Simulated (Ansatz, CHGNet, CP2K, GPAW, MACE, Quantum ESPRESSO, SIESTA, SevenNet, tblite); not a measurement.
# CP2K runs on C(110) slab, H on the bottom face, stepped (108 atoms), part 2 of 2

Wanted: CP2K inputs and outputs for C(110) slab, H on the bottom face, stepped (108 atoms), checked against a plane-wave reference.

Program: CP2K 2026.2; the method stands at each step. Banners, paths, timers and routine set-up lines are dropped from the logs unmarked, and long logs keep their key lines alone; longer cuts are marked.

So far. Step 2 (PBE, DZVP-UZH, 450/50 Ry, diagonalisation): Forces lie 2.7 % from the reference's, at 1.7 times its CPU time; the SCF took 65 steps, which the time reflects. Step 3 (PBE, TZV2P-MOLOPT, 450/50 Ry, diagonalisation): Against the first run (2.7 %), the force difference from the reference is 1.1 %, at 7.6 times the CPU time, with 2064 basis functions against 1212; this set comes with other potentials too, so the change isn't the basis's alone.

## Step 4: PBE, DZVP-UZH, 450/20 Ry, diagonalisation

Method: Kohn-Sham DFT, PBE, GTH-PBE pseudopotentials, Gaussian and plane waves, DZVP-MOLOPT (UZH set), diagonalisation.

input.inp

```
&GLOBAL
  PROJECT cell
  RUN_TYPE ENERGY_FORCE
  PRINT_LEVEL LOW
&END GLOBAL
&FORCE_EVAL
  METHOD QS
  &DFT
    BASIS_SET_FILE_NAME BASIS_MOLOPT_UZH
    POTENTIAL_FILE_NAME POTENTIAL_UZH
    &MGRID
      CUTOFF 450
      REL_CUTOFF 20
    &END MGRID
    &QS
      EPS_DEFAULT 1.0E-12
    &END QS
    &SCF
      SCF_GUESS ATOMIC
      EPS_SCF 1.0E-06
      MAX_SCF 200
      ADDED_MOS 45
      &DIAGONALIZATION
        ALGORITHM STANDARD
      &END DIAGONALIZATION
      &SMEAR ON
        METHOD FERMI_DIRAC
        ELECTRONIC_TEMPERATURE [K] 580
      &END SMEAR
      &MIXING
        METHOD BROYDEN_MIXING
        ALPHA 0.15
        NBROYDEN 8
      &END MIXING
      &PRINT
        &RESTART OFF
        &END RESTART
      &END PRINT
    &END SCF
    &XC
      &XC_FUNCTIONAL PBE
      &END XC_FUNCTIONAL
    &END XC
    &PRINT
      &MULLIKEN ON
      &END MULLIKEN
      &LOWDIN ON
      &END LOWDIN
      &MO ON
        EIGENVALUES T
        OCCUPATION_NUMBERS T
        MO_INDEX_RANGE 169 192
        &EACH
          QS_SCF 0
        &END EACH
        ADD_LAST NUMERIC
      &END MO
    &END PRINT
  &END DFT
  &SUBSYS
    &CELL
      A 10.08900 0.00000 0.00000
      B 0.00000 10.70100 0.00000
      C 0.00000 0.00000 14.67336
    &END CELL
    &TOPOLOGY
      COORD_FILE_NAME structure.xyz
      COORD_FILE_FORMAT XYZ
    &END TOPOLOGY
    &KIND C
      BASIS_SET DZVP-MOLOPT-PBE-GTH-q4
      POTENTIAL GTH-PBE-q4
    &END KIND
    &KIND H
      BASIS_SET DZVP-MOLOPT-PBE-GTH-q1
      POTENTIAL GTH-PBE-q1
    &END KIND
  &END SUBSYS
  &PRINT
    &FORCES ON
    &END FORCES
  &END PRINT
&END FORCE_EVAL
```

structure.xyz

```xyz
108

[... 108 atom lines left out: the same atoms as in the first run ...]
```

Command:

```bash
> OMP_NUM_THREADS=1 mpirun -np 4 cp2k.psmp -i input.inp > output.txt
```

Numbers of over 12 decimals in the logs are rounded to 6 here.

What it wrote:

```text
CP2K| version string:                                       CP2K version 2026.2
 CP2K| Input file name                                                 input.inp
 GLOBAL| Basis set file name                                    BASIS_MOLOPT_UZH
 GLOBAL| Potential file name                                       POTENTIAL_UZH
 GLOBAL| Run type                                                   ENERGY_FORCE
 GLOBAL| Total number of message passing processes                             4
 GLOBAL| Number of threads for this process                                    1
[... lines left out ...]
                        Smear method:                                FERMI_DIRAC
[... lines left out ...]
 Number of electrons:                                                        360
[... lines left out ...]
  Step     Update method      Time    Convergence         Total energy    Change
[... lines left out ...]
  *** SCF run converged in    65 steps ***
[... lines left out ...]
  Fermi energy:                                                 0.029698
  Total energy:                                              -490.032805
  Total energy (extrapolated to T->0):                       -490.028919
[... lines left out ...]
 MO| E(Fermi):            0.029698 a.u.          0.808115 eV
[... lines left out ...]
       2     C        1          4.071666                             -0.071666
       3     C        1          3.982160                              0.017840
[...]
# Total charge                            360.000000                 -0.000000
 !-----------------------------------------------------------------------------!
 LOWDIN POPULATION ANALYSIS
 #  Atom  Element  Kind  Atomic population                           Net charge
[...]
107     H        2          1.007573                             -0.007573
     108     H        2          0.995411                              0.004589
 # Total charge                            360.000000                 -0.000000
 ENERGY| Total FORCE_EVAL ( QS ) energy [hartree]           -490.032836
 FORCES| Atomic forces [hartree/bohr]
 FORCES|   Atom     x               y               z               |f|
 FORCES|      1  2.77173735E-02 -5.77004934E-02 -5.06693564E-03   6.42127212E-02
 FORCES|      2 -2.10546510E-02  5.20520557E-02  1.73067703E-02   5.87557583E-02
 FORCES|      3  4.52290901E-02 -1.82961433E-02 -8.99254161E-03   4.96113420E-02
[...]
FORCES|    107  1.97638968E-03  1.30425426E-02 -2.16133239E-02   2.53209361E-02
 FORCES|    108  4.54255274E-04 -7.62517766E-04 -3.30660274E-03   3.42365344E-03
 FORCES| Sum     7.62045680E-04 -2.51056076E-03 -1.45161523E-03
 FORCES| Total atomic force                                       2.99846890E-03
```

Elapsed: 2.9 min, on 4 MPI ranks of Arm Neoverse V2, shared host; peak memory 3.5 GiB; 11 min of CPU time.

Numbers from this run, and their distance from the reference:

```yaml
r_m_s_force_component: 1.61 eV/Å
r_m_s_difference_of_force_components: 43.32 meV/Å
longest_difference_of_force_vectors: 174.4 meV/Å
force_difference_over_r_m_s_force: 2.726 %
slope_of_forces_against_the_reference_s: 1.012
correlation_of_force_components: 0.9997
energy_less_the_same_level_run_s: -0.1554 meV/atom
r_m_s_force_difference_from_the_same_level_run: 7.58 meV/Å
```

This is a coarse setting, run to see what it loses.

Against the first run (2.7 %), the force difference from the reference is 2.7 %, at 0.60 times the CPU time: the change moves forces by 7.6 meV/Å r.m.s., so most of the difference comes from elsewhere.

The difference per atom is largest on C (0.076 eV/Å on average, against 0.030 on H).

## Step 5: BLYP, DZVP-MOLOPT-SR, 450/50 Ry, diagonalisation

Method: Kohn-Sham DFT, BLYP, GTH-BLYP pseudopotentials, Gaussian and plane waves, DZVP-MOLOPT-SR-GTH, diagonalisation.

Edit input.inp of step 4 so:

```diff
@@ -8,7 +8,7 @@
   &DFT
-    BASIS_SET_FILE_NAME BASIS_MOLOPT_UZH
-    POTENTIAL_FILE_NAME POTENTIAL_UZH
+    BASIS_SET_FILE_NAME BASIS_MOLOPT
+    POTENTIAL_FILE_NAME GTH_POTENTIALS
     &MGRID
       CUTOFF 450
-      REL_CUTOFF 20
+      REL_CUTOFF 50
     &END MGRID
@@ -40,3 +40,3 @@
     &XC
-      &XC_FUNCTIONAL PBE
+      &XC_FUNCTIONAL BLYP
       &END XC_FUNCTIONAL
@@ -65,13 +65,36 @@
     &END CELL
-    &TOPOLOGY
-      COORD_FILE_NAME structure.xyz
-      COORD_FILE_FORMAT XYZ
-    &END TOPOLOGY
+    &COORD
+      C 8.79720 1.82891 5.90412
+      C 0.00666 0.87235 5.88475
+      C 10.04834 0.02301 7.15370
+      C 8.83110 2.70596 7.15884
+      C 8.80487 1.72661 8.33315
+      C 0.01645 0.94640 8.42383
+      C 10.08718 0.03371 9.66387
+      C 1.24882 1.76609 5.87756
+      C 2.52548 0.91825 5.89179
+      C 2.53244 10.64386 7.16500
+      C 1.20876 2.68809 7.14754
+      C 1.26980 1.81446 8.44555
+      C 2.46383 0.90969 8.41004
+      C 2.49309 10.67243 9.65316
+      C 1.26839 2.72950 9.64524
+      C 8.84947 5.36869 5.91014
+      C 0.01069 4.44413 5.89238
+      C 0.05105 3.58387 7.18437
+      C 8.81022 6.26779 7.15062
+      C 8.77844 5.35093 8.42207
+[... 84 atom lines left out ...]
+      H 3.76925 9.54272 5.02137
+      H 5.02856 7.40766 4.96752
+      H 6.28898 9.54016 5.00083
+      H 7.57008 7.40338 4.99643
+    &END COORD
     &KIND C
-      BASIS_SET DZVP-MOLOPT-PBE-GTH-q4
-      POTENTIAL GTH-PBE-q4
+      BASIS_SET DZVP-MOLOPT-SR-GTH-q4
+      POTENTIAL GTH-BLYP-q4
     &END KIND
     &KIND H
-      BASIS_SET DZVP-MOLOPT-PBE-GTH-q1
-      POTENTIAL GTH-PBE-q1
+      BASIS_SET DZVP-MOLOPT-SR-GTH-q1
+      POTENTIAL GTH-BLYP-q1
     &END KIND
```

Command:

```bash
> OMP_NUM_THREADS=2 cp2k.psmp -i input.inp > output.txt
```

What it wrote:

```text
CP2K| version string:                                       CP2K version 2026.2
 CP2K| Input file name                                                 input.inp
 GLOBAL| Basis set file name                                        BASIS_MOLOPT
 GLOBAL| Potential file name                                      GTH_POTENTIALS
 GLOBAL| Run type                                                   ENERGY_FORCE
 GLOBAL| Total number of message passing processes                             1
 GLOBAL| Number of threads for this process                                    2
[... lines left out ...]
                        Smear method:                                FERMI_DIRAC
[... lines left out ...]
 Number of electrons:                                                        360
[... lines left out ...]
  Step     Update method      Time    Convergence         Total energy    Change
[... lines left out ...]
  *** SCF run converged in    47 steps ***
[... lines left out ...]
  Fermi energy:                                                 0.046357
  Total energy:                                              -487.553891
  Total energy (extrapolated to T->0):                       -487.550120
[... lines left out ...]
 MO| E(Fermi):            0.046357 a.u.          1.261426 eV
[... lines left out ...]
       2     C        1          4.036873                             -0.036873
       3     C        1          3.984553                              0.015447
[...]
# Total charge                            360.000000                 -0.000000
 !-----------------------------------------------------------------------------!
 LOWDIN POPULATION ANALYSIS
 #  Atom  Element  Kind  Atomic population                           Net charge
[...]
107     H        2          0.919973                              0.080027
     108     H        2          0.900560                              0.099440
 # Total charge                            360.000000                 -0.000000
 ENERGY| Total FORCE_EVAL ( QS ) energy [hartree]           -487.553873
 FORCES| Atomic forces [hartree/bohr]
 FORCES|   Atom     x               y               z               |f|
 FORCES|      1  2.72893241E-02 -5.39410306E-02 -1.24604160E-02   6.17219893E-02
 FORCES|      2 -1.98888205E-02  4.77973292E-02  1.02944851E-02   5.27837691E-02
 FORCES|      3  4.48558219E-02 -1.90933190E-02 -1.07631951E-02   4.99244024E-02
[...]
FORCES|    107  2.08482995E-03  1.03749731E-02 -1.74265623E-02   2.03880273E-02
 FORCES|    108  3.80034982E-04  1.48563925E-03  2.90326119E-04   1.56071772E-03
 FORCES| Sum     1.06566443E-03  5.77769917E-03 -7.18950091E-04
 FORCES| Total atomic force                                       5.91898113E-03
```

Run time: 6 min. Hardware: 2 threads; peak memory 2.8 GiB.

Numbers from this run, and their distance from the reference:

```yaml
r_m_s_force_component: 1.597 eV/Å
r_m_s_difference_of_force_components: 152.7 meV/Å
longest_difference_of_force_vectors: 544.7 meV/Å
force_difference_over_r_m_s_force: 9.608 %
slope_of_forces_against_the_reference_s: 1
correlation_of_force_components: 0.9954
```

Against the first run (2.7 %), the force difference from the reference is 9.6 %, at 0.57 times the CPU time (on 2 against 4 cores); the model has changed, so this is no error of the program alone.

## Step 6: Side by side

Differences are against the plane-wave reference, forces as r.m.s. over components; share is that over the reference's r.m.s. force, slope the least-squares factor from reference forces to these. Total energies of different programs have different zeros and aren't compared.

```
                                                    run  Δ force, r.m.s. (meV/Å)  share (%)  slope  cores  CPU time  memory (GiB)
                                              reference                        -          -      -      4    11 min           3.5
         CP2K PBE, DZVP-UZH, 450/50 Ry, diagonalisation                     42.3       2.66  1.013      4    19 min           3.5
     CP2K PBE, TZV2P-MOLOPT, 450/50 Ry, diagonalisation                     17.3       1.09  1.000      4     2.4 h           4.5
CP2K PBE, DZVP-UZH, 450/20 Ry, diagonalisation (coarse)                     43.3       2.73  1.012      4    11 min           3.5
  CP2K BLYP, DZVP-MOLOPT-SR, 450/50 Ry, diagonalisation                      153       9.61  1.000      2    11 min           2.8
```

Rows marked coarse were listed beforehand as settings not expected to be converged; some can still land near the reference.

CPU time is summed over cores on a shared host, where runs went side by side, so it is rough. Symmetry, cutoffs, thresholds, outputs and thread counts weren't matched or tuned between programs; memory under MPI is the largest rank's times the ranks.

Mean charges by element (e), by run and scheme:

```
                                                  run    scheme      C      H
       CP2K PBE, DZVP-UZH, 450/50 Ry, diagonalisation  Mulliken  -0.02  +0.08
   CP2K PBE, TZV2P-MOLOPT, 450/50 Ry, diagonalisation  Mulliken  -0.03  +0.10
CP2K BLYP, DZVP-MOLOPT-SR, 450/50 Ry, diagonalisation  Mulliken  -0.01  +0.05
```

Within one program, basis, potentials and functional, energies share a zero. Each run against its twin at the usual cutoff or grid and solver:

```
                                           run                                  twin  Δ energy (meV/atom)  Δ force, r.m.s. (meV/Å)  CPU time over the twin's
CP2K PBE, DZVP-UZH, 450/20 Ry, diagonalisation  DZVP-UZH, 450/50 Ry, diagonalisation               -0.155                     7.58                      0.60
```

Further runs of this program without a result: CP2K SCC-DFTB, diagonalisation (not converged); CP2K GFN1-xTB, diagonalisation (not converged); CP2K PBE, SZV-MOLOPT-SR, 450/50 Ry, diagonalisation (cut off at its time limit).

## Step 7: Outcome

* nearest in forces: CP2K PBE, TZV2P-MOLOPT, 450/50 Ry, diagonalisation, 1.1 %
* its CPU time: 2.4 h

The PBE runs in local orbitals, coarse settings apart, differ by 1.1 % (CP2K PBE, TZV2P-MOLOPT, 450/50 Ry, diagonalisation) to 2.7 % (CP2K PBE, DZVP-UZH, 450/50 Ry, diagonalisation); basis, grid and potentials can all enter. Rows with another functional or a dispersion term differ by 9.6 % (CP2K BLYP, DZVP-MOLOPT-SR, 450/50 Ry, diagonalisation), which mixes the change of model with differences of basis and potentials. Runs with settings chosen to be coarse differ by 2.7 % (CP2K PBE, DZVP-UZH, 450/20 Ry, diagonalisation), their programs' other errors included. None of the electronic-structure runs in the table takes under half the reference's CPU time of 11 min; they take 0.96 to 13 times as much. Charges hang on program or settings: among these rows the mean for H runs from +0.05 to +0.10 e. The runs have no spin polarisation, so any moments at edges, vacancies or dangling bonds can't form. The electronic-structure runs sample only Γ, in a cell whose shortest periodic width is 10 Å, which is coarse for a cell with partly filled levels.

[Also dropped from logs without a mark: logging warnings of Python, and SIESTA's first energy breakdown and zero terms.]

[Logs are printed without paths, hosts, clocks, repeated set-up lines and the standing remarks that a program may print on its own settings, such as how far it seeks lower states.]

[Hosts, paths, dates, database ids (printed as entryN), source tags and the programs' standing remarks are cut or masked in the printed files.]
